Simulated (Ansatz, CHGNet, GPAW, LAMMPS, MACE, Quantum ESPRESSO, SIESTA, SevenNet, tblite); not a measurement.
**Other levels on glassy 43SiO2-29B2O3-14K2O-14Al2O3 (mol %) (81 atoms)**

Density of this cell: 2.36 g/cm³. The cell holds 81 atoms: 9 Si, 12 B, 6 K, 6 Al and 48 O. Its edges and angles: a = 10.280 Å, b = 10.280 Å, c = 10.280 Å, α = 90.0°, β = 90.0°, γ = 90.0°. 81 atoms (9 Si, 12 B, 6 K, 6 Al, 48 O) placed at random at 2.31 g/cm³, melted at 3000 K for 20 ps at fixed volume with the Buckingham and Coulomb pair potential of Guillot and Sator (Geochim. Cosmochim. Acta 71, 1249 (2007)) with the boron terms of Wang et al. (J. Non-Cryst. Solids 498, 294 (2018)). Quenched from 3000 K to 300 K at 10 K/ps and fixed volume, held 10 ps at zero pressure.

Geometry: as built.

The reference, a calculation:

```
method                                           : Kohn-Sham DFT, PBE, PAW, plane waves (Ansatz 0.2.0); cutoff 420 eV, Γ point, fermi-dirac smearing of 0.05 eV; PAW set soft_2
r.m.s. force component                           : 1.079 eV/Å
longest force                                    : 4.284 eV/Å
pressure                                         : 0.6562 GPa
gap (highest filled to lowest empty level) : 2.842 eV
SCF cycles                                       : 9
time                                             : 13 s on 4 threads of Arm Neoverse V1, shared host
CPU time                                         : 49 s
```

Runs, in no order:
A. SevenNet 0 potential: machine-learned interatomic potential SevenNet 0, trained on PBE(+U) plane-wave data
B. tblite GFN1-xTB: GFN1-xTB tight binding, diagonalisation
C. QE PBE, sssp-1.3.0-efficiency, 60/480 Ry: Kohn-Sham DFT, PBE, SSSP efficiency 1.3.0 pseudopotentials, plane waves
D. GPAW PBE, LCAO dzp, h 0.18 Å: Kohn-Sham DFT, PBE, PAW, atomic orbitals (dzp)
E. SIESTA PBE, SZ, shift 0.01 Ry, mesh 500 Ry: Kohn-Sham DFT, PBE, PseudoDojo 0.4.1 norm-conserving pseudopotentials (converted to PSML), numerical atomic orbitals (SZ), diagonalisation

**Question.** Rank the runs by how far their forces lie from the reference's, least first.

C, A, D, E, B.

```
                                          run  Δ force, r.m.s. (meV/Å)  share of r.m.s. force (%)  CPU time
  C. QE PBE, sssp-1.3.0-efficiency, 60/480 Ry                     40.1                       3.71    13 min
                      A. SevenNet 0 potential                      123                       11.4     9.1 s
              D. GPAW PBE, LCAO dzp, h 0.18 Å                      284                       26.3   4.3 min
E. SIESTA PBE, SZ, shift 0.01 Ry, mesh 500 Ry                      955                       88.6   1.9 min
                           B. tblite GFN1-xTB                     1968                        182     4.6 s
```

Periodic xTB results under one method name differ between programs and library versions. Machine-learned potentials mimic data converged in k, so the reference's own k-point error enters their differences. The network of bonds at the start is that of the classical potential that made the cell, and needn't be the one that DFT or experiment would give. The electronic-structure runs sample only Γ, in a cell whose shortest periodic width is 10 Å.

[Logs are printed without paths, hosts, clocks, repeated set-up lines and the standing remarks that a program may print on its own settings, such as how far it seeks lower states.]

[Hosts, paths, dates, database ids (printed as entryN), source tags and the programs' standing remarks are cut or masked in the printed files.]
